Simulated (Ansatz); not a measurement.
## Ta: bcc against A15 under pressure

Which form of Ta has the lower enthalpy, and does pressure change the order? Both are relaxed at the same set pressures.

Calculated with Ansatz 0.2.0, PBEsol, PAW files of the set soft_1, cutoff 600 eV, Fermi–Dirac smearing 0.05 eV, k-mesh 19×19×19, no spin polarisation, no spin-orbit coupling.

The A15 cell takes smearing 0.05 eV and a 8×8×8 mesh.

Near zero pressure the bcc cell (Im-3m, 1 atoms) is a = 2.8423 Å, b = 2.8423 Å, c = 2.8423 Å, α = 109.47°, β = 109.47°, γ = 109.47°; the A15 cell (Pm-3n, 8 atoms) is a = 5.2532 Å, b = 5.2532 Å, c = 5.2532 Å, α = 90.00°, β = 90.00°, γ = 90.00°.

```
P (GPa)  V, bcc (Å³)  V, A15 (Å³)  ΔE (meV)  ΔH = ΔE + PΔV (meV)
     −4       18.037       18.491      45.0                 33.6
      0       17.676       18.121      44.8                 44.8
     10       16.898       17.324      45.5                 72.0
     15       16.561       16.977      46.2                 85.1
     20       16.254       16.657      47.6                 97.9
     30       15.710       16.087      51.7                122.2
```

Values are for a formula unit, differences are A15 less bcc, and 1 GPa Å³ = 6.2415 meV. **Question.** Give ΔH at 5 GPa, a row left out above, and the pressure at which the two forms cross, if they do.

Least squares with ΔH = h0 + h1 P + h2 P² gives h0 = 44.8 meV, h1 = 2.79 meV/GPa and h2 = −0.007 meV/GPa². Since dH/dP = V, the slope should equal ΔV: 0.445 Å³ × 6.2415 = 2.78 meV/GPa at 0 GPa. At 5 GPa the fit gives 58.6 meV. The run itself gives 58.6 meV, so the estimate misses by 0.0 meV, a rounding's worth.

ΔH keeps its sign from -4 to 30 GPa, so the bcc form stays lower over the range; the A15 form is less dense and loses further with pressure. This compares two forms alone, at zero temperature, without vibrations or barriers; other forms may lie lower.

[Logs are printed without paths, hosts, clocks, repeated set-up lines and the standing remarks that a program may print on its own settings, such as how far it seeks lower states.]
